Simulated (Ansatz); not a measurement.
# Quasi-harmonic thermodynamics of CdS (Hawleyite, F-43m)

Wanted: α(T), C_P(T) and B(T) of CdS (Hawleyite) in the quasi-harmonic approximation.

Program: Ansatz 0.2.0. Level of theory: DFT RPBE, scalar-relativistic, plane waves, PAW. Results are calculated unless marked as measured.

### 1. Starting point

It takes space group F-43m (No. 216, cubic). The conventional cell has a = 5.833 Å, b = 5.833 Å, c = 5.833 Å, α = 90.00°, β = 90.00°, γ = 90.00°. Nearest to Cd lie 4 S at 2.53 Å. Nearest to S lie 4 Cd at 2.53 Å. Farther neighbours and most contacts between anions are not listed.

Structure file:

```cif
data_structure
_symmetry_space_group_name_H-M 'F-43m'
_symmetry_Int_Tables_number 216
_cell_length_a 5.8330
_cell_length_b 5.8330
_cell_length_c 5.8330
_cell_angle_alpha 90.000
_cell_angle_beta 90.000
_cell_angle_gamma 90.000
_cell_volume 198.46
loop_
_atom_site_label
_atom_site_type_symbol
_atom_site_symmetry_multiplicity
_atom_site_Wyckoff_symbol
_atom_site_fract_x
_atom_site_fract_y
_atom_site_fract_z
_atom_site_occupancy
Cd1 Cd 4 a 0.00000 0.00000 0.00000 1
S1 S 4 d 0.25000 0.25000 0.75000 1
```

### 2. Probe on a coarse mesh

Before spending time, one coarse run tells the gap and the pressure of the starting cell.

Contents of input.yaml:

```yaml
crystal:
  lattice:
    - [0.0, 2.9165, 2.9165]
    - [2.9165, 0.0, 2.9165]
    - [2.9165, 2.9165, 0.0]
  atoms:
    - { symbol: Cd, position: [0.0, 0.0, 0.0] }
    - { symbol: S, position: [0.25, 0.25, 0.25] }
kpoints:
  mp_grid: { grid: [6, 6, 6] }
hamiltonian:
  xc: rpbe
scf:
  occupations: { method: gaussian, width: 0.1 }
output:
  forces: true
  stress: true
  eigenvalues: true
```

On the command line:

```sh
$ ansatz run input.yaml --threads 2 --pin off --max-ram 5120MiB --backend cpu --events-out ev --progress --plain --runs-dir out
```

Numbers of over 12 decimals in the logs are rounded to 6 here.

The program printed:

```text
Engine: ansatz 0.2.0, aarch64-unknown-linux-gnu
Pseudopotentials: kind: paw
Pseudopotential: Cd, paw, valence charge 20, recommended cutoff 420 eV (normal), Cd.paw.azcp
Pseudopotential: S, paw, valence charge 6, recommended cutoff 420 eV (normal), S.paw.azcp
Functional definition: RPBE
  parameter kappa = 0.804
  parameter beta = 0.066725
  exchange = rpbe_x(kappa = kappa, mu = beta*pi^2/3)
  correlation = pbe_c(beta = beta)
Crystal: 2 atoms, lattice volume = 49.615 Å³
Basis set: ecut = 420 eV, 941 PW (Γ), exchange–correlation on 60×60×60 points (8 copies of the dense FFT grid, shifted against one another)
Bands: 17, of which v1, the nominal top of the filled ones, is band 13 counted from 1 (12 counted from 0)
Symmetry: 24 space group operations
Space group: F-43m (ITA 216), of the structure as read, at distance tolerance 3.7e-5 Å
k-points: 16 of 216 (time reversal used)
Non-local potential: Cd, projectors of the file, l = 0: 3, l = 1: 2, l = 2: 2, l = 3: 1
Non-local potential: S, projectors of the file, l = 0: 2, l = 1: 2, l = 2: 2
PAW form: soft (Blöchl's): semilocal exchange-correlation on the pseudo side does not see the compensation charge
PAW frozen core: Cd, regenerated for the run's functional, and the local potential with it (the file was generated under x = pbe(κ = 0.804, μ = 0.219515), c = pbe(β = 0.066725))
PAW frozen core: S, regenerated for the run's functional, and the local potential with it (the file was generated under x = pbe(κ = 0.804, μ = 0.219515), c = pbe(β = 0.066725))
PAW one-centre angular grid: Cd, 590 points (default); XC on 64 Gauss nodes
PAW one-centre angular grid: S, 110 points (default); XC on 64 Gauss nodes
Initial density: superposition of atomic densities (neutral atoms: chi_scale 0, normalization atom), corrected by the library's trained network
Initial wavefunctions: pseudopotential atomic-orbital guess
Functional: x = rpbe, c = pbe(β = 0.066725)
SCF iter   1: F=—  HF=-9169.531981 eV  |F-HF|=—  |Δ(HF+E_count)|=         —  Δρ=3.67e-3  dr2=5.90e-3  ethr=1.77e-3  ⟨swp⟩=5.0  Hψ=1298  notcnv=0
preconditioner: auto → none  [insulator: Δε(μ)=1.343 eV  Ē_g=12.517 eV  σ=0.100 eV  W_gap=1.00  n_scr=14 (ndim 8)  ℏωp=22.4 eV  f_vac=0.128  D(μ)=0.00/eV (n_scr^D=0)  ε∞_Penn≈4.2]
SCF iter   2: F=—  HF=-9169.531511 eV  |F-HF|=—  |Δ(HF+E_count)|=   4.71e-4  Δρ=1.19e-3  dr2=3.89e-4  ethr=2.27e-5  ⟨swp⟩=2.6  Hψ=626  notcnv=0
SCF iter   3: F=—  HF=-9169.531573 eV  |F-HF|=—  |Δ(HF+E_count)|=   6.16e-5  Δρ=5.26e-4  dr2=9.03e-5  ethr=1.50e-6  ⟨swp⟩=2.7  Hψ=510  notcnv=0
SCF iter   4: F=—  HF=-9169.531636 eV  |F-HF|=—  |Δ(HF+E_count)|=   6.34e-5  Δρ=1.46e-4  dr2=1.62e-5  ethr=3.47e-7  ⟨swp⟩=2.1  Hψ=381  notcnv=0
SCF iter   5: F=—  HF=-9169.531634 eV  |F-HF|=—  |Δ(HF+E_count)|=   2.08e-6  Δρ=2.08e-5  dr2=1.48e-7  ethr=6.24e-8  ⟨swp⟩=2.0  Hψ=404  notcnv=0
SCF iter   6: F=-9169.531634 eV  HF=-9169.531634 eV  |F-HF|=1.63e-9  |Δ(HF+E_count)|=   4.62e-7  Δρ=5.62e-6  dr2=1.38e-8  ethr=3.85e-10  ⟨swp⟩=6.1  Hψ=1239  notcnv=0
SCF 1 converged in 6 iterations: F = -9169.531634 eV  dr2 = 1.38e-8
  greatest PAW one-centre occupation: 1.000 electrons in one spin orbital (limit 2), on the Cd atom at site 0 (counted from 0), in its partial waves of l = 0
SCF converged after 6 iterations
Free energy (F): -9169.531634 eV
Harris-Foulkes:  -9169.531634 eV  (|F-HF|=1.63e-9)
Internal energy: -9169.531634 eV  (E = F + TS)
E sigma→0 (E₀):  -9169.531634 eV
Fermi energy:    7.701173 eV
--- Per-component energies (eV) ---
  E_band       = -503.358277
  E_kinetic    = 612.199855
  E_local      = -4012.525880  (includes V_loc(G=0)·N_el)
  E_nonlocal   = 60.697211
  E_hartree    = 1845.135072
  E_xc         = -274.648931
  E_vxc        = -309.262146  (∫ρ·V_xc dr)
  E_paw        = -4695.258931  (= ΣΔE_a)
  E_vpaw       = -544.736461  (= ΣTr[D̂ρ^β])
  E_aug_tail   = 0.000016  (compensation charges beyond the density's cutoff)
  E_ewald      = -2704.981299
  E_core_change = -0.148748  (= ΣΔE_core)
  E_smearing   = -0.000000  (= −TS)
  E_closure    = 0.000000  (closes the sum)
  Σ components = -9169.531634   (vs F -9169.531634, Δ=0.00e0)
--- Forces (eV/Å), atoms counted from 1 ---
  atom   1  Cd     0.00000000    -0.00000000     0.00000000
  atom   2  S     -0.00000000     0.00000000     0.00000000
  max |Σ_I F_I| component: 9.25e-17 eV/Å
--- Stress (GPa, compression-positive) ---
        5.095100       0.000000      -0.000000
        0.000000       5.095100       0.000000
       -0.000000       0.000000       5.095100
  P = ⅓ Tr σ = 5.0951 GPa (50.951 kbar)
--- Band table (eV; the first three rows and the last of 16) ---
  k-point 0: bands = [... 9 lower, -0.2128, 7.0321, 7.0321, 7.0321, 8.3621, 13.6455, 13.6455, 13.6455]
  k-point 1: bands = [... 9 lower, -0.2134, 5.5693, 6.8298, 6.8298, 9.4844, 13.3430, 13.9592, 13.9592]
  k-point 2: bands = [... 9 lower, -0.1960, 3.6839, 6.4606, 6.4606, 10.1505, 13.9189, 14.1905, 14.1905]
  k-point 15: bands = [... 9 lower, 0.3768, 3.1660, 4.8980, 4.9553, 11.9241, 12.2128, 15.3346, 15.5920]
```

Elapsed: 1.3 s, on 2 threads of Arm Neoverse V1, shared host; peak memory 0.29 GiB; 2 s of CPU time.

Reading the cycles: dr2 is the Hartree energy of the density residual (eV), the measure of convergence; HF is the Harris–Foulkes estimate of the energy, which meets the free energy F at convergence.

Numbers from this step:

```
pressure          : 5.095 GPa
gap on the k-mesh : 1.330 eV
volume per atom   : 24.81 Å³
```

The start is under 5.1 GPa at this level and looks like an insulator or semiconductor on this mesh.

### 3. Relaxation

The vibrations must be taken about the equilibrium of this functional, not about the starting cell, so the structure is relaxed.

input.yaml, the sections that differ from step 2:

```yaml
kpoints:
  mp_grid: { grid: [8, 8, 8] }
scf:
  occupations: { method: gaussian, width: 0.02 }
output:
  forces: true
  stress: true
  eigenvalues: true
  write_density: true
  write_potential: true
  elf: true
  volumetric_format: npy
relax:
  adjacent_minimum: "off"
  f_tol: 0.005
  max_steps: 80
  cell: { stress_tol: 0.05 }
# crystal, hamiltonian: as in step 2
```

The program printed:

```text
[...]
Crystal: 2 atoms, lattice volume = 49.615 Å³
Basis set: ecut = 420 eV, 941 PW (Γ), exchange–correlation on 60×60×60 points (8 copies of the dense FFT grid, shifted against one another)
Bands: 17, of which v1, the nominal top of the filled ones, is band 13 counted from 1 (12 counted from 0)
Symmetry: 24 space group operations
[...]
k-points: 29 of 512 (time reversal used)
[...]
SCF iter   1: F=—  HF=-9169.533760 eV  |F-HF|=—  |Δ(HF+E_count)|=         —  Δρ=3.64e-3  dr2=5.71e-3  ethr=1.77e-3  ⟨swp⟩=5.8  Hψ=2528  notcnv=0
[...]
SCF iter   6: F=-9169.533432 eV  HF=-9169.533432 eV  |F-HF|=3.53e-10  |Δ(HF+E_count)|=   4.40e-7  Δρ=5.65e-6  dr2=1.32e-8  ethr=3.85e-10  ⟨swp⟩=10.2  Hψ=3483  notcnv=0
SCF 1 converged in 6 iterations: F = -9169.533432 eV  dr2 = 1.32e-8
[...]
relax step   1: F+E_penalty+E_count = -9169.53343185 eV  Δ(F+E_penalty+E_count) = +0.000e0 eV  max|allowed force component| = 1.480e-16 eV/Å  Δτ_max = 0.0000 Å  P = +5.087 GPa  Ω = 49.615 Å³  (6 SCF iters, dr2 threshold 1.00e-7 eV, accepted)
Crystal: 2 atoms, lattice volume = 53.766 Å³
Basis set: ecut = 420 eV, 1067 PW (Γ), exchange–correlation on 60×60×60 points (8 copies of the dense FFT grid, shifted against one another)
[...]
iter 1 solved again at ethr=1.07e-5 eV; its pass at ethr=3.10e-3 eV (dr2=2.79e-3 eV) is discarded
[...]
SCF iter   6: F=-9169.599105 eV  HF=-9169.599105 eV  |F-HF|=6.43e-8  |Δ(HF+E_count)|=   2.17e-6  Δρ=4.25e-6  dr2=9.39e-9  ethr=7.69e-10  ⟨swp⟩=10.4  Hψ=3544  notcnv=0
SCF 2 converged in 6 iterations: F = -9169.599105 eV  dr2 = 9.39e-9
relax step   2: F+E_penalty+E_count = -9169.59910506 eV  Δ(F+E_penalty+E_count) = -6.567e-2 eV  max|allowed force component| = 9.830e-17 eV/Å  Δτ_max = 0.0000 Å  P = +0.395 GPa  Ω = 53.766 Å³  energy of the carried Pulay correction = -9.839e-4 eV  (6 SCF iters, dr2 threshold 2.00e-7 eV, accepted)
Crystal: 2 atoms, lattice volume = 54.147 Å³
[...]
SCF iter   4: F=-9169.599556 eV  HF=-9169.599556 eV  |F-HF|=2.73e-8  |Δ(HF+E_count)|=   2.54e-7  Δρ=9.05e-6  dr2=3.29e-8  ethr=7.69e-10  ⟨swp⟩=9.0  Hψ=3353  notcnv=0
SCF 3 converged in 4 iterations: F = -9169.599556 eV  dr2 = 3.29e-8
relax step   3: F+E_penalty+E_count = -9169.59955632 eV  Δ(F+E_penalty+E_count) = -4.513e-4 eV  max|allowed force component| = 9.252e-17 eV/Å  Δτ_max = 0.0000 Å  P = +0.057 GPa  Ω = 54.147 Å³  energy of the carried Pulay correction = -1.068e-3 eV  (4 SCF iters, dr2 threshold 2.00e-7 eV, accepted)
[...]
relax step   4: F+E_penalty+E_count = -9169.59955400 eV  Δ(F+E_penalty+E_count) = +2.324e-6 eV  max|allowed force component| = 8.095e-17 eV/Å  Δτ_max = 0.0000 Å  P = +0.001 GPa  Ω = 54.212 Å³  energy of the carried Pulay correction = -1.082e-3 eV  (4 SCF iters, dr2 threshold 8.03e-9 eV, accepted)
[...]
SCF iter   6: F=-9169.600491 eV  HF=-9169.600491 eV  |F-HF|=3.09e-11  |Δ(HF+E_count)|=   1.74e-9  Δρ=2.15e-7  dr2=7.38e-12  ethr=1.00e-12  ⟨swp⟩=4.0  Hψ=2378  notcnv=0
SCF 5 converged in 6 iterations: F = -9169.600491 eV  dr2 = 7.38e-12
relax step   5: F+E_penalty+E_count = -9169.60049130 eV  Δ(F+E_penalty+E_count) = -9.373e-4 eV  max|allowed force component| = 1.052e-16 eV/Å  Δτ_max = 0.0000 Å  P = -0.010 GPa  Ω = 54.212 Å³  stress off target by 9.59e-3 GPa  SCF on the basis re-selected at this cell (its energy is not comparable with the rows above)  (6 SCF iters)
basis re-selected at this cell: Δ(F+E_penalty+E_count) = -9.373e-4 eV, ΔP = -0.011 GPa vs the last step (what re-selecting the basis moved, of the pressure what is left beyond the Pulay correction that the steps carried, after the strain that the cell walked since its last selection, with what the two solves' SCF thresholds leave and, on support functions, any second-order correction that the steps lacked; it is no m [...]
SCF converged after 6 iterations
Free energy (F): -9169.600491 eV
[...]
Internal energy: -9169.600491 eV  (E = F + TS)
E sigma→0 (E₀):  -9169.600491 eV
Fermi energy:    6.416799 eV
[...]
--- Stress (GPa, compression-positive) ---
       -0.009591      -0.000000       0.000000
       -0.000000      -0.009591       0.000000
        0.000000       0.000000      -0.009591
  P = ⅓ Tr σ = -0.0096 GPa (-0.096 kbar)
--- Band table (eV; the first three rows and the last of 29) ---
  k-point 0: bands = [... 9 lower, -1.2403, 5.8492, 5.8492, 5.8492, 6.9840, 12.4687, 12.4687, 12.4687]
  k-point 1: bands = [... 9 lower, -1.2408, 4.9236, 5.7486, 5.7486, 7.7723, 12.2148, 12.6437, 12.6437]
  k-point 2: bands = [... 9 lower, -1.2364, 3.6139, 5.5204, 5.5204, 8.5676, 12.1776, 12.9243, 12.9243]
  k-point 28: bands = [... 9 lower, -0.7399, 2.3988, 3.9928, 3.9974, 10.9518, 11.4628, 13.0327, 14.0943]
--- Relaxed structure (4 steps of the walk, 4 accepted, 1 SCFs on fresh bases) ---
  F+E_penalty+E_count = -9169.60049130 eV   max|allowed force component| = 1.052e-16 eV/Å   (the final SCF, on the basis selected at the relaxed cell)
  cell:  # Å, volume = 54.2116 Å³
    - [0, 3.003914, 3.003914]
    - [3.003914, 0, 3.003914]
    - [3.003914, 3.003914, 0]
  atoms:
    - { symbol: Cd, position: [0, 0, 0] }
    - { symbol: S, position: [0.25, 0.25, 0.25] }
```

Run time: 6.7 s. Hardware: 2 threads; peak memory 0.34 GiB.

Step by step:

| step | energy less that of the first step (eV) | largest force component (eV/Å) | pressure (GPa) | volume (Å³) |
| --- | --- | --- | --- | --- |
| 1 | 0.0000 | 0.0000 | 5.09 | 49.62 |
| 2 | -0.0657 | 0.0000 | 0.39 | 53.77 |
| 3 | -0.0661 | 0.0000 | 0.06 | 54.15 |
| 4 | -0.0661 | 0.0000 | 0.00 | 54.21 |
| 5* | -0.0671 | 0.0000 | -0.01 | 54.21 |

Relaxation steps marked * repeat the geometry before them on a plane-wave basis chosen anew for their cell, so energy and pressure can jump there.

Forces are held to the 24 operations that the run works with; a distortion that breaks them can't arise in this run.

| conventional cell, symmetrised | before | after | change |
| --- | --- | --- | --- |
| a (Å) | 5.833 | 6.008 | +3.0 % |
| b (Å) | 5.833 | 6.008 | +3.0 % |
| c (Å) | 5.833 | 6.008 | +3.0 % |
| volume (Å³/atom) | 24.81 | 27.11 | +9.3 % |

Final coordinates:

```xyz
2
Lattice="0.0000 3.0039 3.0039 3.0039 0.0000 3.0039 3.0039 3.0039 0.0000" Properties=species:S:1:pos:R:3 pbc="T T T"
Cd    0.0000    0.0000    0.0000
S     1.5020    1.5020    1.5020
```

This step gave:

```
pressure          : -0.009591 GPa
gap on the k-mesh : 1.135 eV
volume per atom   : 27.11 Å³
```

Electrostatic potential energy in the ac plane of a cell with a along [110], b along [-110] and c along [001] of the cube at fractional y = 0.500, with atoms of Cd and S within 0.2 Å of it. With pseudopotentials it is smooth inside the atoms' cores, unlike the true potential.

Values in eV, 9 rows by 16 columns, each cell a mean:
```
 10  11  11  11  11  11  11  10  10  11  11  11  11  11  11  10
 10  10  11  10  10  11  11  10  10  10  11  10  10  11  11  10
 10  10   8   5   4   7   9  10  10  10   8   5   4   7   9  10
 10   8  -2 -15 -17  -7   6  10  10   8  -2 -15 -17  -7   6  10
  9   7  -8 -22 -25 -14   4   9   9   7  -8 -22 -25 -14   4   9
-13   1   1 -10 -12  -3   4  -9 -13   1   1 -10 -12  -3   4  -9
-24 -16   7   8   7   8  -6 -27 -24 -16   7   8   7   8  -6 -27
-21  -4   9  11  11  10   3 -18 -21  -4   9  11  11  10   3 -18
  8  10  11  11  11  11  10   8   8  10  11  11  11  11  10   8
```
Columns run along a (8.5 Å; values clipped at the 3rd and 97th percentile), rows up along c (6.0 Å), edges of the conventional cell, whose origin can differ from the input's. Atoms in or near the plane, at fractional coordinates: Cd at (0.75, 0.50), Cd at (0.25, 0.50), S at (0.50, 0.25), S at (0.00, 0.25).

ELF in the ac plane of a cell with a along [110], b along [-110] and c along [001] of the cube at fractional y = 0.500, with atoms of Cd and S within 0.2 Å of it. It is the smooth field of the valence electrons, not physical close to the nuclei.

Ten even steps from '_' (0.01) to '@' (0.86), each cell a mean:
```
::..________________..::::..________________..::
________________________________________________
________________________________________________
________________________________________________
______............____________............______
____....::------::..________....::------::..____
__....::==****++--....____....::==****++--....__
--::..::++%%@@##==..::----::..::++%%@@##==..::--
%%**--::++##%%**--::++##%%**--::++##%%**--::++##
@@@@**::--==++==::==%%@@@@@@**::--==++==::==%%@@
**@@@@++::::::::--%%@@%%**@@@@++::::::::--%%@@%%
..**@@%%--....::++@@@@--..**@@%%--....::++@@@@--
--##@@%%==..__::**@@%%==--##@@%%==..__::**@@%%==
%%@@%%**--____..++%%@@@@%%@@%%**--____..++%%@@@@
@@%%##==..______::++%%@@@@%%##==..______::++%%@@
**++--..__________::==****++--..__________::==**
```
Columns run along a (8.5 Å), rows up along c (6.0 Å), edges of the conventional cell, whose origin can differ from the input's. Atoms in or near the plane, at fractional coordinates: Cd at (0.75, 0.50), Cd at (0.25, 0.50), S at (0.50, 0.25), S at (0.00, 0.25).

Valence density in the ac plane of a cell with a along [110], b along [-110] and c along [001] of the cube at fractional y = 0.500, with atoms of Cd and S within 0.2 Å of it. It is the smooth field of the valence electrons, not physical close to the nuclei.

Values in e/Å³, 9 rows by 16 columns, each cell a mean:
```
 0  0  0  0  0  0  0  0  0  0  0  0  0  0  0  0
 0  0  0  0  0  0  0  0  0  0  0  0  0  0  0  0
 0  0  0  0  0  0  0  0  0  0  0  0  0  0  0  0
 0  0  1  5  6  1  0  0  0  0  1  5  6  1  0  0
 0  0  2 13 18  4  0  0  0  0  2 13 18  4  0  0
 1  1  1  2  3  1  0  1  1  1  1  2  3  1  0  1
 1  1  0  0  0  0  1  1  1  1  0  0  0  0  1  1
 1  1  0  0  0  0  0  1  1  1  0  0  0  0  0  1
 0  0  0  0  0  0  0  0  0  0  0  0  0  0  0  0
```
Columns run along a (8.5 Å), rows up along c (6.0 Å), edges of the conventional cell, whose origin can differ from the input's. Atoms in or near the plane, at fractional coordinates: Cd at (0.75, 0.50), Cd at (0.25, 0.50), S at (0.50, 0.25), S at (0.00, 0.25).

The relaxation ends with a pressure of -0.01 GPa.

### 4. A second relaxation

The relaxation is run once more from where the first one ended, as the script does after a large change of volume or of the gap, with mesh and occupations reviewed.

input.yaml, the sections that differ from step 3:

```yaml
crystal:
  lattice:
    - [0.0, 3.0039141939, 3.0039141939]
    - [3.0039141939, 0.0, 3.0039141939]
    - [3.0039141939, 3.0039141939, 0.0]
  atoms:
    - { symbol: Cd, position: [0.0, 0.0, 0.0] }
    - { symbol: S, position: [0.25, 0.25, 0.25] }
output:
  forces: true
  stress: true
  eigenvalues: true
# kpoints, hamiltonian, scf, relax: as in step 3
```

The program printed:

```text
[...]
Crystal: 2 atoms, lattice volume = 54.212 Å³
Basis set: ecut = 420 eV, 1067 PW (Γ), exchange–correlation on 60×60×60 points (8 copies of the dense FFT grid, shifted against one another)
Bands: 17, of which v1, the nominal top of the filled ones, is band 13 counted from 1 (12 counted from 0)
Symmetry: 24 space group operations
[...]
k-points: 29 of 512 (time reversal used)
[...]
k-point 28: bands = [... 9 lower, -0.7399, 2.3988, 3.9928, 3.9974, 10.9518, 11.4628, 13.0327, 14.0942]
--- Relaxed structure (1 steps of the walk, 1 accepted, 1 SCFs on fresh bases) ---
[...]
cell:  # Å, volume = 54.2116 Å³
    - [0.0, 3.0039141939, 3.0039141939]
    - [3.0039141939, 0.0, 3.0039141939]
    - [3.0039141939, 3.0039141939, 0.0]
  atoms:
    - { symbol: Cd, position: [0.0, 0.0, 0.0] }
    - { symbol: S, position: [0.250000, 0.250000, 0.250000] }
[key lines of the parts left out:]
SCF converged after 5 iterations
Free energy (F): -9169.600491 eV
Fermi energy:    6.416796 eV
P = ⅓ Tr σ = -0.0096 GPa (-0.096 kbar)
```

Elapsed: 3.4 s, on 2 threads; peak memory 0.33 GiB.

Little changed from the start: no atom moved by 0.005 Å and no cell edge by 0.1 %.

Numbers from this step:

| Item | Value |
| --- | --- |
| pressure | -0.009586 GPa |

### 5. Tight relaxation

The thresholds are tightened for a last relaxation ahead of the phonons, and where mesh or smearing change with them the cell follows.

input.yaml, the sections that differ from step 4:

```yaml
scf:
  occupations: { method: fixed }
relax:
  adjacent_minimum: "off"
  f_tol: 0.001
  max_steps: 60
  cell: { stress_tol: 0.01 }
# crystal, kpoints, hamiltonian, output: as in step 4
```

The program printed:

```text
[...]
Crystal: 2 atoms, lattice volume = 54.212 Å³
Basis set: ecut = 420 eV, 1067 PW (Γ), exchange–correlation on 60×60×60 points (8 copies of the dense FFT grid, shifted against one another)
Bands: 17, of which v1, the nominal top of the filled ones, is band 13 counted from 1 (12 counted from 0)
Symmetry: 24 space group operations
[...]
k-points: 29 of 512 (time reversal used)
[...]
k-point 28: bands = [... 9 lower, -0.7399, 2.3988, 3.9928, 3.9974, 10.9518, 11.4628, 13.0327, 14.0943]
--- Relaxed structure (1 steps of the walk, 1 accepted, 1 SCFs on fresh bases) ---
[...]
cell:  # Å, volume = 54.2116 Å³
    - [0.0, 3.0039141939, 3.0039141939]
    - [3.0039141939, 0.0, 3.0039141939]
    - [3.0039141939, 3.0039141939, 0.0]
  atoms:
    - { symbol: Cd, position: [0.0, 0.0, 0.0] }
    - { symbol: S, position: [0.250000, 0.250000, 0.250000] }
[key lines of the parts left out:]
SCF converged after 6 iterations
Free energy (F): -9169.600491 eV
Fermi energy:    5.849202 eV
P = ⅓ Tr σ = -0.0096 GPa (-0.096 kbar)
```

Wall time 2.9 s (2 threads); peak memory 0.33 GiB; 5.5 s of CPU time.

Little changed from the start: no atom moved by 0.005 Å and no cell edge by 0.1 %.

This step gave:

- pressure: -0.009590 GPa

The residual pressure is -0.0096 GPa, small enough for phonons.

(Part 1 of 3 ends here.)

[Logs are printed without paths, hosts, clocks, repeated set-up lines and the standing remarks that a program may print on its own settings, such as how far it seeks lower states.]

[Hosts, paths, dates, database ids (printed as entryN), source tags and the programs' standing remarks are cut or masked in the printed files.]

[A step with changed settings may run another functional than the one named; its input shows which.]
